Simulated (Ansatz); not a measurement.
# Al2Pt (Fm-3m): relaxing the cell for a phonon run

Task: relax Al2Pt (Fm-3m) tightly.

Program: Ansatz 0.2.0. Level of theory: DFT PBEsol, scalar-relativistic, plane waves, PAW; PAW set soft_1. Results are calculated unless marked as measured.

This is a report of a sequence of runs, with most program output left out.

The database entry behind the starting cell differs from later determinations by our own check (0.1 to 0.3 % short, probably kX units), so it need not match the best structure at ambient conditions.

### 1. Starting point

It takes space group Fm-3m (No. 225, cubic). Conventional cell: a = 5.910 Å, b = 5.910 Å, c = 5.910 Å, α = 90.00°, β = 90.00°, γ = 90.00°. Al has 4 Pt at 2.56 Å nearest. Nearest to Pt lie 8 Al at 2.56 Å. Farther neighbours are not listed.

Coordinates:

```cif
data_structure
_symmetry_space_group_name_H-M 'P 1'
_symmetry_Int_Tables_number 1
_cell_length_a 4.1790
_cell_length_b 4.1790
_cell_length_c 4.1790
_cell_angle_alpha 60.000
_cell_angle_beta 60.000
_cell_angle_gamma 60.000
_cell_volume 51.61
loop_
_atom_site_label
_atom_site_type_symbol
_atom_site_fract_x
_atom_site_fract_y
_atom_site_fract_z
_atom_site_occupancy
Al1 Al 0.25000 0.25000 0.25000 1
Al2 Al 0.75000 0.75000 0.75000 1
Pt3 Pt 0.00000 0.00000 0.00000 1
```

### 2. A coarse first look

A quick single point on a coarse mesh tells whether the cell has a gap and how far it is from rest, which sets the k mesh and smearing that follow.

input.yaml reads:

```yaml
crystal:
  lattice:
    - [0.0, 2.955, 2.955]
    - [2.955, 0.0, 2.955]
    - [2.955, 2.955, 0.0]
  atoms:
    - { symbol: Al, position: [0.25, 0.25, 0.25] }
    - { symbol: Al, position: [0.75, 0.75, 0.75] }
    - { symbol: Pt, position: [0.0, 0.0, 0.0] }
kpoints:
  mp_grid: { grid: [6, 6, 6] }
hamiltonian:
  xc: pbesol
  pseudopotentials: { kind: paw, azcp: { folder: soft_1 }, xc_functional: pbe }
scf:
  occupations: { method: gaussian, width: 0.1 }
output:
  forces: true
  stress: true
  eigenvalues: true
```

Launch:

```
$ ansatz run input.yaml --threads 4 --pin off --max-ram 10240MiB --backend cpu --events-out ev --progress --plain --runs-dir out
```

It took 0.87 s on 4 threads of Arm Neoverse V2, shared host; peak memory 0.29 GiB.

Numbers from this step:

```
pressure          : -1.047 GPa
volume per atom   : 17.20 Å³
gap on the k-mesh : 0 eV
```

The coarse mesh shows no gap and a pressure of -1.0 GPa.

### 3. Relaxation

The cell and atoms are relaxed, since residual forces and stress would shift the frequencies.

input.yaml: that of step 2 with these lines changed.

```diff
@@ -10,3 +10,3 @@
 kpoints:
-  mp_grid: { grid: [6, 6, 6] }
+  mp_grid: { grid: [12, 12, 12] }
 hamiltonian:
@@ -20 +20,6 @@
   eigenvalues: true
+relax:
+  adjacent_minimum: "off"
+  f_tol: 0.005
+  max_steps: 80
+  cell: { stress_tol: 0.05 }
```

Wall time 3.1 s (4 threads); peak memory 0.38 GiB; 11 s of CPU time.

The steps of the relaxation:

```tsv
step	energy less that of the first step (eV)	largest force component (eV/Å)	pressure (GPa)	volume (Å³)
1	0.0000	0.0000	-0.98	51.61
2	-0.0011	0.0000	0.31	51.12
3	-0.0012	0.0000	0.00	51.24
4*	-0.0011	0.0000	0.00	51.24
```

Relaxation steps marked * repeat the geometry before them on a plane-wave basis chosen anew for their cell, so energy and pressure can jump there.

The run keeps the 48 symmetry operations that it works with, so distortions that break them were not tested.

```tsv
conventional cell, symmetrised	before	after	change
a (Å)	5.910	5.896	-0.2 %
b (Å)	5.910	5.896	-0.2 %
c (Å)	5.910	5.896	-0.2 %
volume (Å³/atom)	17.20	17.08	-0.7 %
```

Final coordinates:

```xyz
3
Lattice="0.0000 2.9480 2.9480 2.9480 0.0000 2.9480 2.9480 2.9480 0.0000" Properties=species:S:1:pos:R:3 pbc="T T T"
Al    1.4740    1.4740    1.4740
Al    4.4220    4.4220    4.4220
Pt    0.0000    0.0000    0.0000
```

This step gave:

- pressure: -0.004122 GPa
- volume per atom: 17.08 Å³

In this step the volume went from 17.20 to 17.08 Å³/atom.

### 4. Tight relaxation

Phonons need a cell at rest on their own settings, so the relaxation is repeated with tight tolerances on forces and stress on the k mesh and occupations of the first response run.

input.yaml, the sections that differ from step 3:

```yaml
crystal:
  lattice:
    - [0.0, 2.9479762025, 2.9479762025]
    - [2.9479762025, 0.0, 2.9479762025]
    - [2.9479762025, 2.9479762025, 0.0]
  atoms:
    - { symbol: Al, position: [0.25, 0.25, 0.25] }
    - { symbol: Al, position: [0.75, 0.75, 0.75] }
    - { symbol: Pt, position: [0.0, 0.0, 0.0] }
scf:
  occupations: { method: methfessel_paxton, width: 0.2 }
relax:
  adjacent_minimum: "off"
  f_tol: 0.001
  max_steps: 60
  cell: { stress_tol: 0.01 }
# kpoints, hamiltonian, output: as in step 3
```

Run time: 2.5 s. Hardware: 4 threads; peak memory 0.38 GiB.

Little changed from the start: no atom moved by 0.005 Å and no cell edge by 0.1 %.

This step gave:

```
pressure : 0.003781 GPa
```

The forces vanish by symmetry and the pressure is 0.004 GPa, within the tolerances set. The cell now holds 17.08 Å³/atom.

### 5. What came out

| Item | Value |
| --- | --- |
| space group after relaxation (within 0.01 Å) | Fm-3m |
| lattice constant a | 5.896 Å |
| lattice constant b | 5.896 Å |
| lattice constant c | 5.896 Å |
| volume per atom | 17.1 Å³ |

The forces vanish by symmetry and the pressure is 0.004 GPa, within the tolerances set. The cell now holds 17.08 Å³/atom. The relaxation keeps the symmetry of its start, so it says nothing on stability against lower symmetry. Spin-orbit coupling is left out, which can matter for the heavy elements here. The PAW files were made for PBE and serve the other functionals too.

[Logs are printed without paths, hosts, clocks, repeated set-up lines and the standing remarks that a program may print on its own settings, such as how far it seeks lower states.]

[Hosts, paths, dates, database ids (printed as entryN), source tags and the programs' standing remarks are cut or masked in the printed files.]
